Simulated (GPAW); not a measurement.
**KBr (Fm-3m): ε∞ against the local-field cutoff**

The size of the dielectric matrix of KBr (Fm-3m) is raised step by step, on the same bands.

It takes space group Fm-3m (No. 225, cubic). The conventional cell has a = 6.600 Å, b = 6.600 Å, c = 6.600 Å, α = 90.00°, β = 90.00°, γ = 90.00°. Br on site b is surrounded by 6 K at 3.30 Å. K on site a has 6 Br at 3.30 Å as nearest neighbours.

Method: GPAW 26.7.0, PBE, RPA, k-mesh 9×9×9, Lorentzian half width 0.15 eV.

Launch of the response step: `OMP_NUM_THREADS=1 python df.py`. The series took 3.2 min in all, its band step included, on 1 thread of Arm Neoverse V2, with other jobs on the host.

| cutoff (eV) | time of the step (s) | ε∞ |
| --- | --- | --- |
| 20 | 10 | 2.4219 |
| 40 | 10 | 2.3600 |
| 60 | 10 | 2.3587 |
| 100 | 16 | 2.3491 |
| 150 | 36 | ? |

The number of plane waves grows as cutoff^(3/2); a common extrapolation takes the result as linear in its inverse.

Working, on the rows shown:

| x = cutoff^(−3/2) (eV^−3/2) | y = ε∞ |
| --- | --- |
| 0.0111803 | 2.4219 |
| 0.00395285 | 2.36 |
| 0.00215166 | 2.3587 |
| 0.001 | 2.3491 |

Means: x̄ = 0.0045712, ȳ = 2.3724. Σ(x − x̄)(y − ȳ) = 0.0004512, Σ(x − x̄)² = 6.267e-05. Slope = 0.0004512 / 6.267e-05 = 7.199; intercept = ȳ − slope · x̄ = 2.3395. The line misses the rows shown by at most 0.008.

Question: Fill in the last column of the withheld row.

Answer: At x = 0.00054433 the line gives y = 2.3434. The run gave 2.3483, so the extrapolation is off by 0.0049, 7 % of the range in the table. The law describes these rows poorly: it misses even the rows shown by over a tenth of the range.

Refitted with all rows, the slope is 6.992 and the intercept 2.3413. The line reaches 2.341 at infinite cutoff, 0.3 % from the last run, while the last two runs differ by 0.03 %. ε∞ moves in steps as shells of reciprocal vectors enter, so the limit is good only to about the larger of these. Excitons are left out; PBE gaps are as a rule too small. The values come from a sum over the points of one k-mesh and carry its error, which grows as the direct gap shrinks. Spin-orbit coupling is left out.
